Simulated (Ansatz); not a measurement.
Computed results, one entry a study.

Quasiparticle gap of Te2Mo (P6_3/mmc). It takes space group P6_3/mmc (No. 194, hexagonal). Conventional cell: a = 3.518 Å, b = 3.518 Å, c = 13.974 Å, α = 90.00°, β = 90.00°, γ = 120.00°. Nearest to Te lie 3 Mo at 2.72 Å. Nearest to Mo lie 6 Te at 2.72 Å. Farther neighbours and most contacts between anions are not listed. The calculation used G0W0 on HSE06, plane waves, PAW (and 1 further level or step) in Ansatz 0.2.0, with cutoff 640 eV, 6×6×2 k-mesh, {"kind": "paw", "source": "ansatz"}, empty bands 890, screening cutoff 190 eV, screening contour deformation, QP bands (v2, c2) in one of its runs. The HSE06 gap over mesh and listed points is 1.108 eV, from k = Γ to k = (0.200, 0.200, 0.000). The G0W0@HSE06 gap over 12 of 14 irreducible mesh points is 1.188 eV, from k = Γ to k = (0.167, 0.167, 0.000). The HSE06+SOC gap over mesh and listed points is 1.081 eV. The GW settings are 6×6×2 mesh, 890 empty bands, screening to 190 eV, hard PAW files and the known limits are finite bands, screening cutoff and k mesh; no spin-orbit coupling in G0W0. It took 2 runs, 5.4 min in all on 1 × NVIDIA H100 80GB HBM3 (shared by 3 runs) with 4 threads of AMD EPYC 7R13 (Zen 3), shared host (the runs of this entry). Over 12 of 14 irreducible mesh points the G0W0 gap is 1.188 eV, from k = Γ to k = (0.167, 0.167, 0.000). The HSE06 gap of this run on the mesh is 1.238 eV. The two states that bound the G0W0 gap lie that far apart at the start, so the correction of the gap is 1.188 − 1.238 = −0.050 eV. The valence state moves by 12.742 − 12.785 = −0.043 eV and the conduction state by 13.929 − 14.023 = −0.094 eV, on the run's own scale; how far single levels stand from their limit in bands is not shown. In doubt: masses and optical values from hybrid runs of this build are listed as unsure (in some of the runs), which bears on the screening that GW takes from such a start. The program's warnings: metallic iterate. The cell and positions come from the Crystallography Open Database and are kept as given unless a step says otherwise. Limits: no spin-orbit coupling. The differences hold parts that these runs do not separate: finite bands, cutoffs and mesh, points of the zone that were not corrected, the start of G0W0, spin-orbit coupling missing from it, static nuclei, no electron-hole attraction, and what each experiment reads as the gap. How much each gives is not known from the steps shown. For the G0W0 step: the program's warnings for this run: metallic iterate.

```
Te Mo
1.0
     3.51820    0.00000    0.00000
    -1.75910    3.04685    0.00000
     0.00000    0.00000   13.97360
Te Mo
4 2
Direct
  0.33333 0.66667 0.62100
  0.66667 0.33333 0.12100
  0.33333 0.66667 0.87900
  0.66667 0.33333 0.37900
  0.33333 0.66667 0.25000
  0.66667 0.33333 0.75000
```

[Paths, hosts, dates, memory and timing lines, banners, echoed tables and standing remarks are left out of the program output.]

[Logs are printed without paths, hosts, clocks, repeated set-up lines and the standing remarks that a program may print on its own settings, such as how far it seeks lower states.]

[Runs of the session that timed out or met a known fault of the program may be left out.]

[Cells called generated may have been cut or substituted from an entry of the Crystallography Open Database or the Materials Project.]

[Hosts, paths, dates, database ids (printed as entryN), source tags and the programs' standing remarks are cut or masked in the printed files.]
